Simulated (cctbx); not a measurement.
# What resolution and counting buy: Ni3CSO4

Space group Pbam (no. 55), a = 10.0180 Å, b = 13.3520 Å, c = 3.1750 Å, α = 90.00°, β = 90.00°, γ = 90.00°.

```csv
atom,mult.,x,y,z,Ueq (Å²)
Ni1,4,0.5048,0.2799,1/2,0.0126
Ni2,2,1/2,1/2,0,0.0095
Ni3,4,0.7429,0.1137,0,0.0134
Ni4,2,1/2,0,1/2,0.0135
S1,4,0.8882,0.0805,1/2,0.0136
O1,4,0.6302,0.3599,0,0.0106
O2,4,0.8556,0.2663,0,0.0185
O3,4,0.6089,0.1481,1/2,0.0128
O4,4,0.8490,0.4608,0,0.0131
C1,4,0.7762,0.3600,0,0.0229
```

The model is made up (kin elements in a known structure type, no relaxation), so it says nothing on whether the phase exists.

Five simulated data sets (cctbx; Mo Kα, λ = 0.71073 Å; 3 % proportional error) differ in resolution or exposure (noise floor 15 counts in the first three, 8 in the last two). Each is refined with the right model, isotropic at 1.1 Å and anisotropic otherwise. How do the figures of merit and the uncertainties move?

| d min (Å) | top counts | ⟨I/σ⟩ (unmerged, absences included) | unique | param. (scale apart) | Rint | R1 | GooF | largest s.u. xyz (fractional) | s.u. U of C1 (Å²) | largest error (Å) |
| --- | --- | --- | --- | --- | --- | --- | --- | --- | --- | --- |
| 1.1 | 5000 | 5.5 | 207 | 26 | 0.076 | 0.0264 | 0.90 | 0.00163 | 0.0042 | 0.0129 |
| 0.84 | 5000 | 4.4 | 448 | 56 | 0.099 | 0.0304 | 0.87 | 0.00131 | 0.0082 | 0.0208 |
| 0.6 | 5000 | 2.5 | 1170 | 56 | 0.174 | 0.0496 | 0.93 | 0.00109 | 0.0057 | 0.0222 |
| 0.75 | 300 | 0.6 | 618 | 56 | 0.566 | 0.1143 | 0.88 | 0.00621 | 0.0251 | 0.1215 |
| 0.75 | 3000 | 3.5 | 618 | 56 | 0.117 | 0.0391 | 0.88 | 0.00118 | 0.0063 | 0.0241 |

The number of reflections grows roughly as 1/d³: 207, 448 and 1170 here. R1 follows the noise rather than the truth: at 300 counts it is 0.1143, at 3000 counts 0.0391, while GooF is 0.88 and 0.88: the weights 1/σ² carry the noise. The s.u. of U (U11 where anisotropic) for C1 goes 0.0042, 0.0082, 0.0057 Å² with resolution and 0.0251, 0.0063 Å² with exposure.

Hardware for the 0.6 Å refinement: 0.65 s on 1 thread of Arm Neoverse N1, on a shared host, peak memory 0.09 GiB.

[Logs are printed without paths, hosts, clocks, repeated set-up lines and the standing remarks that a program may print on its own settings, such as how far it seeks lower states.]
